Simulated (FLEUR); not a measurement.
# Calculated records

### Magnetic state of MnH2O2 (Pyrochroite) from several starts

Symmetry: P-3m1, No. 164, trigonal system. The conventional cell has a = 3.250 Å, b = 3.250 Å, c = 4.480 Å, α = 90.00°, β = 90.00°, γ = 120.00°. Nearest to Mn lie 6 O at 2.13 Å. Nearest to H lie 1 O at 0.99 Å. O has 1 H at 0.99 Å and 3 Mn at 2.13 Å nearest. Farther neighbours and most contacts between anions are not listed.

```xyz
10
Lattice="3.2500 0.0000 0.0000 -3.2500 5.6292 0.0000 -1.6250 2.8146 4.4800" Properties=species:S:1:pos:R:3 pbc="T T T"
Mn    0.0000    0.0000    0.0000
Mn   -1.6250    2.8146    0.0000
H     0.0000    1.8764    1.9981
H    -1.6250    4.6910    1.9981
H    -1.6250    6.5674    2.4819
H     0.0000    3.7528    2.4819
O     0.0000    1.8764    1.0125
O    -1.6250    4.6910    1.0125
O    -1.6250    6.5674    3.4675
O     0.0000    3.7528    3.4675
```

| Property | Result |
| --- | --- |
| method | PBEsol; all-electron FLAPW, Dirac cores, scalar-relativistic bands |
| program | FLEUR MaX-R8.1 |
| settings of one run | kmax 4.4 1/bohr, gmax 13.2 1/bohr, muffin tin radii Mn: 2.8, H: 0.79, O: 1.03 bohr, lmax Mn: [10, 8], H: [6, 4], O: [6, 4], hist occupations, smearing width 0.05 eV, mixer Anderson, mixing 0.05, max iterations 130, stop 2.00e-5 me/bohr³, collinear spin, 8×4×8 k-mesh, mesh matched on, starting moments 4.5 -4.5 0 0 0 0 0 0 0 0 μB |
| cost | 3 runs, 7.8 min in all on 4 MPI ranks of Intel Xeon Platinum 8488C (Sapphire Rapids), shared host (the runs of this entry) |
| notes | This is the lowest of 3 finished starts, no proof of the ground state. |
| lowest state found | antiferromagnetic (initial antiferro q=(0,1/2,1/2) +-) |
| largest site spin moment | 4.55 μB |
| next finished state | ferromagnetic, 43.2 meV a seeded atom higher |
| energy gained by spin polarisation | 1920 meV a seeded atom |

The lowest state found is antiferromagnetic, reached from the start antiferro q=(0,1/2,1/2) +-, with moments up to 4.55 μB. The next finished state costs 43 meV a seeded atom.

[Logs and program files are shortened in this print: banners, set-up blocks, solver, clock and traceback lines can be left out without a mark of their own.]

[Logs are printed without paths, hosts, clocks, repeated set-up lines and the standing remarks that a program may print on its own settings, such as how far it seeks lower states.]

[Hosts, paths, dates, database ids (printed as entryN), source tags and the programs' standing remarks are cut or masked in the printed files.]

[Where a cell is said to come from a database of computed structures, the database is the Materials Project.]
